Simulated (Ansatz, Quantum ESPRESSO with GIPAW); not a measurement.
# Na2CO3: working out the 23Na quadrupolar coupling

A plane-wave PAW calculation (PBEsol, Ansatz) gives this electric field gradient, in 10²¹ V/m² and Cartesian axes, at one Na site of Na2CO3 (atom 1; NaO6; site symmetry -3m):

```
      0.1779        0.0000        0.0000
      0.0000        0.1779        0.0000
      0.0000        0.0000       -0.3559
```

23Na has spin 3/2, Q = 0.104 barn and |γ|/2π = 11.2688 MHz/T. The cell is the P6_3/mmc form of a database entry, atoms relaxed, static and at 0 K. 

**Task.** Find C_Q, η_Q and ν_Q, and the shift and width of the central transition under fast MAS at 9.4 T and 16.4 T.

1. The tensor is symmetric and traceless. Its eigenvalues, ordered by size, are V_xx = 0.1779, V_yy = 0.1779 and V_zz = -0.3559.

2. η_Q = (V_xx − V_yy)/V_zz = 0.000.

3. C_Q = eQV_zz/h. One unit of 10²¹ V/m² with one barn gives 24.18 MHz, so C_Q = 24.18 × 0.104 × −0.3559 = -0.895 MHz. A spectrum shows its size, not its sign.

4. ν_Q = 3C_Q/[2I(2I−1)] = 0.447 MHz in size, and P_Q = |C_Q|√(1 + η²/3) = 0.895 MHz.

5. The resonances lie at ν0 = 105.93 and 184.81 MHz, so ν_Q/ν0 is 0.004 at most and second order holds. The centre of gravity moves by δ_Q = −(3/40)(P_Q/ν0)² F × 10⁶ ppm, with F = [I(I+1) − 3/4]/[I²(2I−1)²] = 0.3333: -1.78 ppm at 9.4 T and -0.586 ppm at 16.4 T.

6. Summing the second-order term over orientations gives a full width of 3.82 ppm (0.41 kHz) and 1.26 ppm (0.23 kHz). In ppm both fall as 1/B²: (9.4/16.4)² = 0.329. The spinning rate must pass the static width for this shape to show cleanly.

[Banner, clock, file and message-heading lines were taken out of the pw.x and gipaw.x logs.]

[Logs are printed without paths, hosts, clocks, repeated set-up lines and the standing remarks that a program may print on its own settings, such as how far it seeks lower states.]

[Hosts, paths, dates, database ids (printed as entryN), source tags and the programs' standing remarks are cut or masked in the printed files.]
